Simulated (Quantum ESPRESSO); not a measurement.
## Projected density of states of magnetic YCrO4

Where do the states of the two spins of YCrO4 lie?

Method: LDA; plane waves with GBRV 1.5 LDA potentials, no spin-orbit coupling, in Quantum ESPRESSO 7.5.

### 1. Set-up

The structure is tetragonal, space group I4_1/amd (No. 141). Conventional cell: a = 7.112 Å, b = 7.112 Å, c = 6.251 Å, α = 90.00°, β = 90.00°, γ = 90.00°. Nearest to Y lie 8 O at 2.32 to 2.45 Å. Nearest to Cr lie 4 O at 1.67 Å. O has 1 Cr at 1.67 Å and 2 Y at 2.32 to 2.45 Å nearest. Farther neighbours and most contacts between anions are not listed.

The cell comes from the Crystallography Open Database.

### 2. The magnetic state

This state came out lowest in a comparison of starts that is told elsewhere.

The input, pw.in:

```
&CONTROL
  calculation = 'scf'
  prefix = 'pwscf'
  outdir = './tmp'
  pseudo_dir = './pseudo'
  disk_io = 'low'
/
&SYSTEM
  ibrav = 0
  celldm(1) = 8
  nat = 12
  ntyp = 3
  ecutwfc = 40
  ecutrho = 280
  nbnd = 71
  occupations = 'smearing'
  smearing = 'fd'
  degauss = 0.00367493
  nspin = 2
  starting_magnetization(1) = 0
  starting_magnetization(2) = 0.2143
  starting_magnetization(3) = 0
/
&ELECTRONS
  conv_thr = 2.4d-08
  electron_maxstep = 150
  mixing_beta = 0.3
/
ATOMIC_SPECIES
Y      88.9058 y_lda_v1.4.uspp.F.UPF
Cr     51.9961 cr_lda_v1.5.uspp.F.UPF
O      15.9990 o_lda_v1.2.uspp.F.UPF
CELL_PARAMETERS alat
  -0.8399832623962    0.8399832623962    0.7382923753147
   0.8399832623962   -0.8399832623962    0.7382923753147
   0.8399832623962    0.8399832623962   -0.7382923753147
ATOMIC_POSITIONS crystal
Y       0.0000000000    0.0000000000    0.0000000000
Y       0.7500000000    0.2500000000    0.5000000000
Cr      0.5000000000    0.5000000000    0.0000000000
Cr      0.2500000000    0.7500000000    0.5000000000
O       0.5140000000    0.3320000000    0.1820000000
O       0.0820000000    0.4000000000    0.3180000000
O       0.1500000000    0.3320000000    0.8180000000
O       0.0820000000    0.7640000000    0.6820000000
O       0.2360000000    0.9180000000    0.3180000000
O       0.6680000000    0.4860000000    0.8180000000
O       0.6000000000    0.9180000000    0.6820000000
O       0.6680000000    0.8500000000    0.1820000000
K_POINTS automatic
4 4 4 0 0 0
```

The run is started by

```console
OMP_NUM_THREADS=1 mpirun -n 4 pw.x -nk 4 -in pw.in > pw.out
```

What it wrote:

```text
Program PWSCF v.7.5 starts

     Message from routine setup:
     using ibrav=0 with symmetry is DISCOURAGED, use correct ibrav instead

     K-points division:     npool     =       4
     Subspace diagonalization in iterative solution of the eigenvalue problem:

     bravais-lattice index     =            0
     lattice parameter (alat)  =       8.0000  a.u.
     unit-cell volume          =    1066.8408 (a.u.)^3
     number of atoms/cell      =           12
     number of atomic types    =            3
     number of electrons       =        98.00
     number of Kohn-Sham states=           71
     kinetic-energy cutoff     =      40.0000  Ry
     charge density cutoff     =     280.0000  Ry
     scf convergence threshold =      2.4E-08
     mixing beta               =       0.3000
     number of iterations used =            8  plain     mixing
     Exchange-correlation= SLA  PZ   NOGX NOGC
                           (   1   1   0   0   0   0   0)

     celldm(1)=   8.000000  celldm(2)=   0.000000  celldm(3)=   0.000000
     celldm(4)=   0.000000  celldm(5)=   0.000000  celldm(6)=   0.000000

     crystal axes: (cart. coord. in units of alat)
               a(1) = (  -0.839983   0.839983   0.738292 )
               a(2) = (   0.839983  -0.839983   0.738292 )
               a(3) = (   0.839983   0.839983  -0.738292 )

     reciprocal axes: (cart. coord. in units 2 pi/alat)
               b(1) = ( -0.000000  0.595250  0.677238 )
               b(2) = (  0.595250 -0.000000  0.677238 )
               b(3) = (  0.595250  0.595250  0.000000 )

     PseudoPot. # 1 for Y  read from file:
     y_lda_v1.4.uspp.F.UPF
     Pseudo is Ultrasoft + core correction, Zval = 11.0

     PseudoPot. # 2 for Cr read from file:
     cr_lda_v1.5.uspp.F.UPF
     Pseudo is Ultrasoft + core correction, Zval = 14.0

     PseudoPot. # 3 for O  read from file:
     o_lda_v1.2.uspp.F.UPF
     Pseudo is Ultrasoft + core correction, Zval =  6.0

     atomic species   valence    mass     pseudopotential
     Y                11.00    88.90580     Y ( 1.00)
     Cr               14.00    51.99610     Cr( 1.00)
     O                 6.00    15.99900     O ( 1.00)

     Starting magnetic structure
     atomic species   magnetization
     Y               0.000
     Cr              0.214
     O               0.000

     16 Sym. Ops., with inversion, found ( 8 have fractional translation)

   Cartesian axes

     site n.     atom                  positions (alat units)
         1        Y      tau(   1) = (   0.0000000   0.0000000   0.0000000  )
         2        Y      tau(   2) = (   0.0000000   0.8399833   0.3691462  )
         3        Cr     tau(   3) = (   0.0000000   0.0000000   0.7382924  )
         4        Cr     tau(   4) = (   0.8399833   0.0000000   0.3691462  )
         5        O      tau(   5) = (   0.0000000   0.3057539   0.4902261  )
         6        O      tau(   6) = (   0.5342294  -0.0000000   0.1210799  )
         7        O      tau(   7) = (   0.8399833   0.5342294  -0.2480662  )
         8        O      tau(   8) = (   1.1457372   0.0000000   0.1210799  )
         9        O      tau(   9) = (   0.8399833  -0.3057539   0.6172124  )
        10        O      tau(  10) = (   0.5342294   0.8399833   0.2480662  )
        11        O      tau(  11) = (   0.8399833   0.3057539   0.6172124  )
        12        O      tau(  12) = (   0.3057539   0.0000000   0.9863586  )

     number of k points=    13  Fermi-Dirac smearing, width (Ry)=  0.0037
                       cart. coord. in units 2pi/alat
        k(    1) = (   0.0000000   0.0000000   0.0000000), wk =   0.0156250
        k(    2) = (   0.1488125   0.1488125   0.0000000), wk =   0.0625000
        k(    3) = (  -0.2976250  -0.2976250   0.0000000), wk =   0.0312500
        k(    4) = (   0.1488125  -0.0000000   0.1693096), wk =   0.1250000
        k(    5) = (   0.2976250   0.1488125   0.1693096), wk =   0.2500000
        [... 8 further k-points ...]

     Dense  grid:    84471 G-vectors     FFT dimensions: (  60,  60,  60)

     Smooth grid:    36447 G-vectors     FFT dimensions: (  48,  48,  48)

     Check: negative core charge=   -0.000005
     Generating pointlists ...
     new r_m :   0.2260 (alat units)  1.8077 (a.u.) for type    1
     new r_m :   0.1624 (alat units)  1.2993 (a.u.) for type    2
     new r_m :   0.1624 (alat units)  1.2993 (a.u.) for type    3

     Initial potential from superposition of free atoms

     starting charge      95.9924, renormalised to      98.0000

     negative rho (up, down):  1.414E-03 9.026E-04
     Starting wfcs are   78 randomized atomic wfcs

     Self-consistent Calculation

     iteration #  1     ecut=    40.00 Ry     beta= 0.30
     Davidson diagonalization with overlap
     ethr =  1.00E-02,  avg # of iterations =  3.4

     negative rho (up, down):  1.352E-03 1.536E-03

     total energy              =    -795.26673824 Ry
     estimated scf accuracy    <       3.48435502 Ry

     total magnetization       =     2.00 Bohr mag/cell
     absolute magnetization    =     2.63 Bohr mag/cell

     iteration #  2     ecut=    40.00 Ry     beta= 0.30
     Davidson diagonalization with overlap
     ethr =  3.56E-03,  avg # of iterations =  2.0

     negative rho (up, down):  9.978E-04 1.502E-03

     total energy              =    -795.50978774 Ry
     estimated scf accuracy    <       3.67058206 Ry

     total magnetization       =     2.00 Bohr mag/cell
     absolute magnetization    =     2.93 Bohr mag/cell

     [... further iterations left out ...]

     iteration # 12     ecut=    40.00 Ry     beta= 0.30
     Davidson diagonalization with overlap
     ethr =  2.22E-09,  avg # of iterations =  1.6

     negative rho (up, down):  6.077E-04 2.204E-03

     total energy              =    -796.07489435 Ry
     estimated scf accuracy    <       0.00000005 Ry

     total magnetization       =     1.93 Bohr mag/cell
     absolute magnetization    =     2.08 Bohr mag/cell

     iteration # 13     ecut=    40.00 Ry     beta= 0.30
     Davidson diagonalization with overlap
     ethr =  4.93E-11,  avg # of iterations =  3.5

     negative rho (up, down):  6.072E-04 2.205E-03

     Magnetic moment per site  (integrated on atomic sphere of radius R)
     atom   1 (R=0.226)  charge=  7.3612  magn=  0.0143
     atom   2 (R=0.226)  charge=  7.3612  magn=  0.0143
     atom   3 (R=0.162)  charge=  9.8305  magn=  0.6650
     atom   4 (R=0.162)  charge=  9.8305  magn=  0.6650
     atom   5 (R=0.162)  charge=  4.5910  magn=  0.0098
     atom   6 (R=0.162)  charge=  4.5910  magn=  0.0098
     atom   7 (R=0.162)  charge=  4.5910  magn=  0.0098
     atom   8 (R=0.162)  charge=  4.5910  magn=  0.0098
     atom   9 (R=0.162)  charge=  4.5910  magn=  0.0098
     atom  10 (R=0.162)  charge=  4.5910  magn=  0.0098
     atom  11 (R=0.162)  charge=  4.5910  magn=  0.0098
     atom  12 (R=0.162)  charge=  4.5910  magn=  0.0098

     End of self-consistent calculation

     [... lines left out ...]
     the Fermi energy is     8.8607 ev

!    total energy              =    -796.07489437 Ry
     estimated scf accuracy    <          9.3E-09 Ry
     smearing contrib. (-TS)   =      -0.00495115 Ry
     internal energy E=F+TS    =    -796.06994322 Ry

     The total energy is F=E-TS. E is the sum of the following terms:
     one-electron contribution =    -395.56666289 Ry
     hartree contribution      =     240.00145244 Ry
     xc contribution           =    -156.24687477 Ry
     ewald contribution        =    -484.25785800 Ry

     total magnetization       =     1.93 Bohr mag/cell
     absolute magnetization    =     2.08 Bohr mag/cell

     convergence has been achieved in  13 iterations

=------------------------------------------------------------------------------=
   JOB DONE.
=------------------------------------------------------------------------------=
```

It took 63 s on 4 MPI ranks of Arm Neoverse V2, shared host; peak memory 0.99 GiB.

Spin moment in the atom's sphere by atom:

| atom | spin moment in the atom's sphere (μB) |
| --- | --- |
| Y1 | 0.014 |
| Y2 | 0.014 |
| Cr3 | 0.665 |
| Cr4 | 0.665 |
| O5 | 0.010 |
| O6 | 0.010 |
| O7 | 0.010 |
| O8 | 0.010 |
| O9 | 0.010 |
| O10 | 0.010 |
| O11 | 0.010 |
| O12 | 0.010 |

Read from the output:

- smearing term TS: 0.06736 eV
- magnetization: 1.933 μB
- absolute magnetization: 2.075 μB
- final state: ferromagnetic

[end of part 1 of 2]

[Logs and program files are shortened in this print: banners, set-up blocks, solver, clock and traceback lines can be left out without a mark of their own.]

[Logs are printed without paths, hosts, clocks, repeated set-up lines and the standing remarks that a program may print on its own settings, such as how far it seeks lower states.]

[Hosts, paths, dates, database ids (printed as entryN), source tags and the programs' standing remarks are cut or masked in the printed files.]

[Where a cell is said to come from a database of computed structures, the database is the Materials Project.]
